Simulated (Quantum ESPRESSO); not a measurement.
The S K edge of atom 2 in YS (Fm-3m), with 6 Y at 2.74 Å (octahedral, site symmetry m-3m), was computed in 2 ways: excited-electron core hole (neutral cell) and no core hole. Program and functional: Quantum ESPRESSO XSpectra, LDA, Lorentzian half width 0.3 eV up to 4 eV, rising linearly to 2.5 eV at 25 eV; cells of 2 and 8 atoms (the run without a hole in the smaller).

Each run is counted from its own lowest empty level or Fermi level and scaled to a mean of 1 over its first 20 eV.

```tsv
E (eV)	run 1	run 2
-2.0	0.05	0.04
-1.5	0.06	0.05
-1.0	0.09	0.07
-0.5	0.14	0.11
0.0	0.36	0.26
0.5	0.65	0.55
1.0	0.74	0.57
1.5	1.36	0.74
2.0	1.69	0.90
2.5	1.44	1.19
3.0	1.78	1.40
3.5	1.60	1.36
4.0	0.87	1.30
4.5	1.34	0.88
5.0	1.56	0.92
5.5	1.33	1.21
6.0	1.21	1.33
6.5	1.40	1.49
7.0	1.31	1.81
7.5	1.15	1.76
8.0	1.13	1.58
8.5	1.05	1.45
9.0	0.90	1.28
9.5	0.76	1.11
10.0	0.71	0.95
10.5	0.74	0.86
11.0	0.79	0.84
11.5	0.81	0.87
12.0	0.81	0.89
12.5	0.81	0.85
13.0	0.82	0.81
13.5	0.80	0.80
14.0	0.78	0.80
14.5	0.77	0.80
15.0	0.78	0.80
15.5	0.81	0.82
16.0	0.83	0.84
16.5	0.84	0.86
17.0	0.84	0.86
17.5	0.84	0.85
18.0	0.83	0.84
18.5	0.83	0.82
19.0	0.84	0.81
19.5	0.86	0.80
20.0	0.88	0.80
20.5	0.90	0.81
21.0	0.92	0.83
21.5	0.93	0.85
22.0	0.94	0.87
22.5	0.95	0.89
23.0	0.97	0.91
23.5	0.99	0.93
24.0	1.02	0.96
24.5	1.05	1.00
25.0	1.06	1.04
25.5	1.08	1.07
26.0	1.08	1.10
26.5	1.06	1.12
27.0	1.04	1.12
27.5	1.00	1.11
28.0	0.96	1.09
28.5	0.91	1.05
29.0	0.87	1.01
29.5	0.84	0.97
30.0	0.81	0.93
30.5	0.80	0.89
31.0	0.80	0.87
31.5	0.79	0.84
32.0	0.79	0.83
```

Question: Which run is which?

Run 1: excited-electron core hole (neutral cell) (area from −2 to 6 eV 7.8, main maxima 2.1 eV (1.71), 3.2 eV (1.92), 4.8 eV (1.64) and 6.7 eV (1.41)). Run 2: no core hole (area from −2 to 6 eV 6.1, main maxima 0.7 eV (0.60), 3.2 eV (1.44), 4.0 eV (1.30), 7.2 eV (1.83) and 11.9 eV (0.89)). With each curve scaled to its own mean, the area from −2 to 6 eV with the hole is 7.8 against 6.1, and the centre of weight from −1 to 20 eV moves by -0.5 eV: the hole pulls the absorber's empty states down.

[Banner, clock and machine lines of the logs are left out without a mark of their own.]

[Logs are printed without paths, hosts, clocks, repeated set-up lines and the standing remarks that a program may print on its own settings, such as how far it seeks lower states.]

[Hosts, paths, dates, database ids (printed as entryN), source tags and the programs' standing remarks are cut or masked in the printed files.]

[Lists of maxima count a maximum above −3 eV only where it reaches 4 % of the highest in the window and stands out from its surroundings by 2 % of it (1.5 % where it reaches 55 %); shoulders and weaker maxima are passed over, and of the rest the first, up to two pre-edge ones and the few strongest are named.]
